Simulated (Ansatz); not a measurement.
# One crystal, many levels of theory: LaInO3 (Pnma)

Aim: the gap of LaInO3 (Pnma) at several levels of theory on one structure, with the time that each takes.

Method: density functionals, hybrids and G0W0, plane waves, PAW, in Ansatz 0.2.0.

**The experiments to reproduce.**

- Gap 4.52 eV: optical gap, weak absorption onset, E parallel [100]; optical absorption spectroscopy, alpha squared extrapolation; 5 K; bulk crystal (single crystal wafer grown by vertical gradient freeze, 80 um thick) (“Fingerprints of optical absorption in the perovskite LaInO3: Insight from many-body theory and experiment”, 2021, arxiv:2101.04376).

- Gap 4.46 eV: optical gap, weak absorption onset, E parallel [001]; optical absorption spectroscopy, alpha squared extrapolation; 5 K; bulk crystal (single crystal wafer grown by vertical gradient freeze, 80 um thick) (“Fingerprints of optical absorption in the perovskite LaInO3: Insight from many-body theory and experiment”, 2021, arxiv:2101.04376).

- Gap 4.35 eV: optical gap, weak absorption onset, E parallel [001]; optical absorption spectroscopy, alpha squared extrapolation; 300 K; bulk crystal (single crystal wafer grown by vertical gradient freeze, 80 um thick) (“Fingerprints of optical absorption in the perovskite LaInO3: Insight from many-body theory and experiment”, 2021, arxiv:2101.04376).

- Gap 4.13 eV: main direct optical gap; bulk crystal (single crystal grown by optical floating zone) (“Transparent perovskite barium stannate with high electron mobility and thermal stability”, 2017, arxiv:1707.09778).

- Gap 4.39 eV: optical gap, weak absorption onset, E parallel [010]; optical absorption spectroscopy, alpha squared extrapolation; 300 K; bulk crystal (single crystal wafer grown by vertical gradient freeze, 80 um thick) (“Fingerprints of optical absorption in the perovskite LaInO3: Insight from many-body theory and experiment”, 2021, arxiv:2101.04376).

Report form: the programs' logs are mostly left out.

In doubt: masses and optical values from hybrid runs of this build are listed as unsure (steps 8, 9), which bears on the screening that GW takes from such a start.

## Step 1: The starting structure

Symmetry: Pnma, No. 62, orthorhombic system. The conventional cell has a = 5.940 Å, b = 8.216 Å, c = 5.723 Å, α = 90.00°, β = 90.00°, γ = 90.00°. Nearest to La lie 8 O at 2.38 to 2.94 Å. Nearest to In lie 6 O at 2.16 to 2.17 Å. O has 2 In at 2.17 Å and 2 La at 2.38 to 2.50 Å nearest. Nearest to O lie 2 In at 2.16 to 2.17 Å and 3 La at 2.40 to 2.94 Å. Farther neighbours and most contacts between anions are not listed.

Geometry: measured cell, ions relaxed with r2SCAN. The runs that relaxed it are not among those shown. Spin-orbit coupling is left out unless a step names it. The default PAW set here is soft_2. Its files were made with PBE.

## Step 2: LDA on the 4×4×4 mesh

This step: DFT, LDA, plane waves, PAW.

The input, input.yaml:

```yaml
crystal:
  lattice:
    - [5.9404, 0.0, 0.0]
    - [0.0, 8.2158, 0.0]
    - [0.0, 0.0, 5.7229]
  atoms:
    - { symbol: La, position: [0.9463878522, 0.25, 0.0153056097] }
    - { symbol: La, position: [0.5536121478, 0.75, 0.5153056097] }
    - { symbol: La, position: [0.4463878522, 0.25, 0.4846943903] }
    - { symbol: La, position: [0.0536121478, 0.75, 0.9846943903] }
    - { symbol: In, position: [0.0, 0.0, 0.5] }
    - { symbol: In, position: [0.5, 0.0, 0.0] }
    - { symbol: In, position: [0.5, 0.5, 0.0] }
    - { symbol: In, position: [0.0, 0.5, 0.5] }
    - { symbol: O, position: [0.0443817441, 0.25, 0.6126999622] }
    - { symbol: O, position: [0.4556182559, 0.75, 0.1126999622] }
    - { symbol: O, position: [0.5443817441, 0.25, 0.8873000378] }
    - { symbol: O, position: [0.9556182559, 0.75, 0.3873000378] }
    - { symbol: O, position: [0.1980525852, 0.0593550042, 0.1955759518] }
    - { symbol: O, position: [0.3019474148, 0.9406449958, 0.6955759518] }
    - { symbol: O, position: [0.6980525852, 0.4406449958, 0.3044240482] }
    - { symbol: O, position: [0.8019474148, 0.5593550042, 0.8044240482] }
    - { symbol: O, position: [0.8019474148, 0.9406449958, 0.8044240482] }
    - { symbol: O, position: [0.6980525852, 0.0593550042, 0.3044240482] }
    - { symbol: O, position: [0.3019474148, 0.5593550042, 0.6955759518] }
    - { symbol: O, position: [0.1980525852, 0.4406449958, 0.1955759518] }
kpoints:
  mp_grid: { grid: [4, 4, 4] }
  band_path:
    path:
      - [0.0, 0.0, 0.0]
      - [0.5, 0.0, 0.0]
      - [0.5, 0.5, 0.0]
      - [0.0, 0.5, 0.0]
      - [0.0, 0.0, 0.5]
      - [0.5, 0.0, 0.5]
      - [0.5, 0.5, 0.5]
      - [0.0, 0.5, 0.5]
    npoints: 1
hamiltonian:
  xc: lda
scf:
  occupations: { method: fixed }
  n_extra_bands: 10
output:
  eigenvalues: true
```

On the command line:

```console
ansatz run input.yaml --threads 24 --pin off --max-ram 82944MiB --backend cuda --events-out ev --progress --plain --runs-dir out --devices 1 --max-vram 78GiB
```

Wall time 2 s (1 × NVIDIA GB200 (shared by 2 runs) with 24 threads of Arm Neoverse V2, shared host); peak memory 1.1 GiB; 3.6 s of CPU time.

Numbers from this step:

| Property | Result |
| --- | --- |
| gap | 2.838 eV |
| valence top at | Γ |
| conduction bottom at | Γ |
| least direct gap | 2.838 eV |

Over mesh and listed points the gap is 2.838 eV, direct, at k = Γ.

## Step 3: r2SCAN on the 4×4×4 mesh

Levels along a band path and on the mesh show where this functional puts the band edges.

This step: DFT, r2SCAN, plane waves, PAW.

Edit input.yaml of step 2 so:

```diff
@@ -30,15 +30,11 @@
     path:
-      - [0.0, 0.0, 0.0]
-      - [0.5, 0.0, 0.0]
-      - [0.5, 0.5, 0.0]
-      - [0.0, 0.5, 0.0]
-      - [0.0, 0.0, 0.5]
-      - [0.5, 0.0, 0.5]
-      - [0.5, 0.5, 0.5]
-      - [0.0, 0.5, 0.5]
-    npoints: 1
+      - [[0.0, 0.0, 0.0], [0.5, 0.0, 0.0], [0.5, 0.5, 0.0], [0.0, 0.5, 0.0], [0.0, 0.0, 0.0], [0.0, 0.0, 0.5], [0.5, 0.0, 0.5], [0.5, 0.5, 0.5], [0.0, 0.5, 0.5], [0.0, 0.0, 0.5]]
+      - [[0.5, 0.0, 0.0], [0.5, 0.0, 0.5]]
+      - [[0.0, 0.5, 0.0], [0.0, 0.5, 0.5]]
+      - [[0.5, 0.5, 0.0], [0.5, 0.5, 0.5]]
+    npoints: 10
 hamiltonian:
-  xc: lda
+  xc: r2scan
 scf:
-  occupations: { method: fixed }
+  occupations: { method: fermi_dirac, width: 0.02 }
   n_extra_bands: 10
```

Run time: 4.1 s. Hardware: 1 × NVIDIA GB200 (shared by 2 runs) with 24 threads; peak memory 1.4 GiB.

This step gave:

| Quantity | Value |
| --- | --- |
| filled bands | 84 |
| gap | 3.556 eV |
| valence top at | Γ |
| conduction bottom at | Γ |
| least direct gap | 3.556 eV |

Over mesh and path the gap is 3.556 eV, direct, at k = Γ. r2SCAN against LDA: 3.556 − 2.838 = +0.718 eV. The runs also differ in plane-wave cutoff (420 eV and 500 eV), so how much of this comes from the functional alone is not known.

## Step 4: r2SCAN+SOC on the 4×4×4 mesh

This run has two-component orbitals with spin-orbit coupling.

This step: DFT, r2SCAN with spin-orbit coupling, plane waves, PAW.

Edit input.yaml of step 3 so:

```diff
@@ -30,7 +30,11 @@
     path:
-      - [[0.0, 0.0, 0.0], [0.5, 0.0, 0.0], [0.5, 0.5, 0.0], [0.0, 0.5, 0.0], [0.0, 0.0, 0.0], [0.0, 0.0, 0.5], [0.5, 0.0, 0.5], [0.5, 0.5, 0.5], [0.0, 0.5, 0.5], [0.0, 0.0, 0.5]]
-      - [[0.5, 0.0, 0.0], [0.5, 0.0, 0.5]]
-      - [[0.0, 0.5, 0.0], [0.0, 0.5, 0.5]]
-      - [[0.5, 0.5, 0.0], [0.5, 0.5, 0.5]]
-    npoints: 10
+      - [0.0, 0.0, 0.0]
+      - [0.5, 0.0, 0.0]
+      - [0.5, 0.5, 0.0]
+      - [0.0, 0.5, 0.0]
+      - [0.0, 0.0, 0.5]
+      - [0.5, 0.0, 0.5]
+      - [0.5, 0.5, 0.5]
+      - [0.0, 0.5, 0.5]
+    npoints: 1
 hamiltonian:
@@ -38,4 +42,7 @@
 scf:
-  occupations: { method: fermi_dirac, width: 0.02 }
-  n_extra_bands: 10
+  occupations: { method: fixed }
+  n_extra_bands: 20
+magnetization:
+  noncollinear: true
+  spin_orbit: true
 output:
```

Wall time 6.2 s (1 × NVIDIA GB200 (shared by 2 runs) with 24 threads); peak memory 1.7 GiB.

Numbers from this step:

```yaml
gap: 3.556 eV
valence_top_at: Γ
conduction_bottom_at: Γ
least_direct_gap: 3.556 eV
```

Over mesh and listed points the gap is 3.556 eV, direct, at k = Γ. r2SCAN+SOC against r2SCAN: 3.556 − 3.556 = +0.000 eV, with the same mesh, set of files (read in its fully relativistic form for the spin-orbit run) and cutoff, and both edges at the same k points. The spin-orbit run sees mesh and listed points alone, so its gap is an upper bound: the coupling can move an edge off these points, and the change over the zone, its sign included where it is small, is not known.

## Step 5: HSE06 on the 4×2×4 mesh

HSE06 mixes in a quarter of exact exchange at short range.

This step: DFT, HSE06, plane waves, PAW.

Edit input.yaml of step 4 so:

```diff
@@ -27,3 +27,3 @@
 kpoints:
-  mp_grid: { grid: [4, 4, 4] }
+  mp_grid: { grid: [4, 2, 4] }
   band_path:
@@ -40,9 +40,6 @@
 hamiltonian:
-  xc: r2scan
+  xc: hse06
 scf:
   occupations: { method: fixed }
-  n_extra_bands: 20
-magnetization:
-  noncollinear: true
-  spin_orbit: true
+  n_extra_bands: 10
 output:
```

The job ended after 31 s (1 × NVIDIA GB200 (shared by 2 runs) with 24 threads; peak memory 2.7 GiB; 5.1 min of CPU time).

This step gave:

* gap: 4.373 eV
* valence top at: Γ
* conduction bottom at: Γ
* least direct gap: 4.373 eV
* exact-exchange fraction: 0.25

Over mesh and listed points the gap is 4.373 eV, direct, at k = Γ. HSE06 against LDA: 4.373 − 2.838 = +1.535 eV. The runs also differ in mesh (4×4×4 and 4×2×4), so how much of this comes from the functional alone is not known.

## Step 6: PBE0 on the 4×2×4 mesh

PBE0 mixes in a quarter of exact exchange at all distances.

This step: DFT, PBE0, plane waves, PAW.

Edit input.yaml of step 5 so:

```diff
@@ -40,3 +40,3 @@
 hamiltonian:
-  xc: hse06
+  xc: pbe0
 scf:
```

Wall time 36 s (1 × NVIDIA GB200 (shared by 2 runs) with 24 threads); peak memory 2.7 GiB.

Numbers from this step:

```yaml
gap: 5.094 eV
valence_top_at: Γ
conduction_bottom_at: Γ
least_direct_gap: 5.094 eV
exact_exchange_fraction: 0.25
```

Over mesh and listed points the gap is 5.094 eV, direct, at k = Γ. PBE0 against HSE06: 5.094 − 4.373 = +0.721 eV, with the same mesh, files and cutoff, and both edges at the same k points.

## Step 7: G0W0@r2SCAN, 2×2×2 mesh, 940 empty bands, screening to 130 eV

G0W0 replaces the xc potential by a self-energy built once from the orbitals of the start. Levels are corrected in the window of bands that the input names, at points of the mesh.

This step: G0W0 on r2SCAN, plane waves, PAW.

Edit input.yaml of step 6 so:

```diff
@@ -27,20 +27,12 @@
 kpoints:
-  mp_grid: { grid: [4, 2, 4] }
-  band_path:
-    path:
-      - [0.0, 0.0, 0.0]
-      - [0.5, 0.0, 0.0]
-      - [0.5, 0.5, 0.0]
-      - [0.0, 0.5, 0.0]
-      - [0.0, 0.0, 0.5]
-      - [0.5, 0.0, 0.5]
-      - [0.5, 0.5, 0.5]
-      - [0.0, 0.5, 0.5]
-    npoints: 1
+  mp_grid: { grid: [2, 2, 2] }
 hamiltonian:
-  xc: pbe0
+  xc: r2scan
 scf:
   occupations: { method: fixed }
-  n_extra_bands: 10
-output:
-  eigenvalues: true
+gw:
+  n_empty_bands: 940
+  ecut_chi: 130.0
+  qp_bands: [v4, c4]
+  qp_kpoints: band_edges
+  screening: { model: contour_deformation }
```

The job ended after 18 s (1 × NVIDIA GB200 (shared by 2 runs) with 24 threads; peak memory 4.3 GiB; 57 s of CPU time).

Numbers from this step:

* bands summed: 1024
* RPA ε∞ on this mesh (eigenvalues): 4.120, 4.235, 4.342
* plane waves in the screening matrix: 951
* G0W0 gap over the corrected points: 4.528 eV
* k of the valence top: 0, 0, 0
* k of the conduction bottom: 0, 0, 0
* starting gap on the mesh: 3.554 eV
* Z at the valence top: 0.7728
* Z at the conduction bottom: 0.8245
* least direct G0W0 gap over the corrected points: 4.528 eV

Over all 8 irreducible mesh points the G0W0 gap is 4.528 eV, direct, at k = Γ. The r2SCAN gap of this run on the mesh is 3.554 eV. The two states that bound the G0W0 gap lie that far apart at the start, so the correction of the gap is 4.528 − 3.554 = +0.974 eV. The program marks 25 of the 64 corrected levels as in doubt (energies apart, Σc rises), neither edge state among them.

## Step 8: G0W0@HSE06, 2×2×2 mesh, 436 empty bands, screening to 78 eV

This step: G0W0 on HSE06, plane waves, PAW.

Edit input.yaml of step 7 so:

```diff
@@ -29,3 +29,3 @@
 hamiltonian:
-  xc: r2scan
+  xc: hse06
 scf:
@@ -33,4 +33,4 @@
 gw:
-  n_empty_bands: 940
-  ecut_chi: 130.0
+  n_empty_bands: 436
+  ecut_chi: 78
   qp_bands: [v4, c4]
```

It took 32 s on 1 × NVIDIA GB200 (shared by 2 runs) with 24 threads; peak memory 2.6 GiB; 1.8 min of CPU time.

This step gave:

| Property | Result |
| --- | --- |
| bands summed | 520 |
| RPA ε∞ on this mesh (eigenvalues) | 3.685, 3.792, 3.853 |
| plane waves in the screening matrix | 431 |
| G0W0 gap over the corrected points | 4.795 eV |
| k of the valence top | 0, 0, 0 |
| k of the conduction bottom | 0, 0, 0 |
| starting gap on the mesh | 4.380 eV |
| Z at the valence top | 0.7988 |
| Z at the conduction bottom | 0.8459 |
| least direct G0W0 gap over the corrected points | 4.795 eV |

Over all 8 irreducible mesh points the G0W0 gap is 4.795 eV, direct, at k = Γ. The HSE06 gap of this run on the mesh is 4.380 eV. The two states that bound the G0W0 gap lie that far apart at the start, so the correction of the gap is 4.795 − 4.380 = +0.415 eV. G0W0@HSE06 against G0W0@r2SCAN with 520 bands (a further run, in the table below): 4.795 − 4.442 = +0.353 eV. The runs also differ in plane-wave cutoff (500 eV and 420 eV), so how much of this comes from the start alone is not known.

## Step 9: G0W0@PBE0, 2×2×2 mesh, 436 empty bands, screening to 78 eV

This step: G0W0 on PBE0, plane waves, PAW.

Edit input.yaml of step 8 so:

```diff
@@ -29,3 +29,3 @@
 hamiltonian:
-  xc: hse06
+  xc: pbe0
 scf:
```

Elapsed: 30 s, on 1 × NVIDIA GB200 (shared by 2 runs) with 24 threads; peak memory 2.6 GiB.

This step gave:

| Item | Value |
| --- | --- |
| bands summed | 520 |
| RPA ε∞ on this mesh (eigenvalues) | 3.497, 3.593, 3.643 |
| plane waves in the screening matrix | 431 |
| G0W0 gap over the corrected points | 4.991 eV |
| k of the valence top | 0, 0, 0 |
| k of the conduction bottom | 0, 0, 0 |
| starting gap on the mesh | 5.110 eV |
| Z at the valence top | 0.8091 |
| Z at the conduction bottom | 0.8543 |
| least direct G0W0 gap over the corrected points | 4.991 eV |

Over all 8 irreducible mesh points the G0W0 gap is 4.991 eV, direct, at k = Γ. The PBE0 gap of this run on the mesh is 5.110 eV. The two states that bound the G0W0 gap lie that far apart at the start, so the correction of the gap is 4.991 − 5.110 = −0.119 eV. G0W0@PBE0 against G0W0@HSE06 with 520 bands: 4.991 − 4.795 = +0.196 eV, with the same mesh, files and cutoffs, and both edges at the same k points. The program's warnings for this run: coarse exchange mesh.

[end of part 1 of 2]

[Paths, hosts, dates, memory and timing lines, banners, echoed tables and standing remarks are left out of the program output.]

[Logs are printed without paths, hosts, clocks, repeated set-up lines and the standing remarks that a program may print on its own settings, such as how far it seeks lower states.]

[Runs of the session that timed out or met a known fault of the program may be left out.]

[Cells called generated may have been cut or substituted from an entry of the Crystallography Open Database or the Materials Project.]

[Hosts, paths, dates, database ids (printed as entryN), source tags and the programs' standing remarks are cut or masked in the printed files.]

[Where an RPA ε∞ is given, it is that of the G0W0 mesh and is not shown converged in it. Names of k-points follow the symmetry that the program found, which can be lower than the space group named. Band edges on a path are those of the sampled points; other points can move an edge, and change direct to indirect where valleys lie close.]

[Hybrid gaps are those of their k-mesh and are not shown converged in it.]
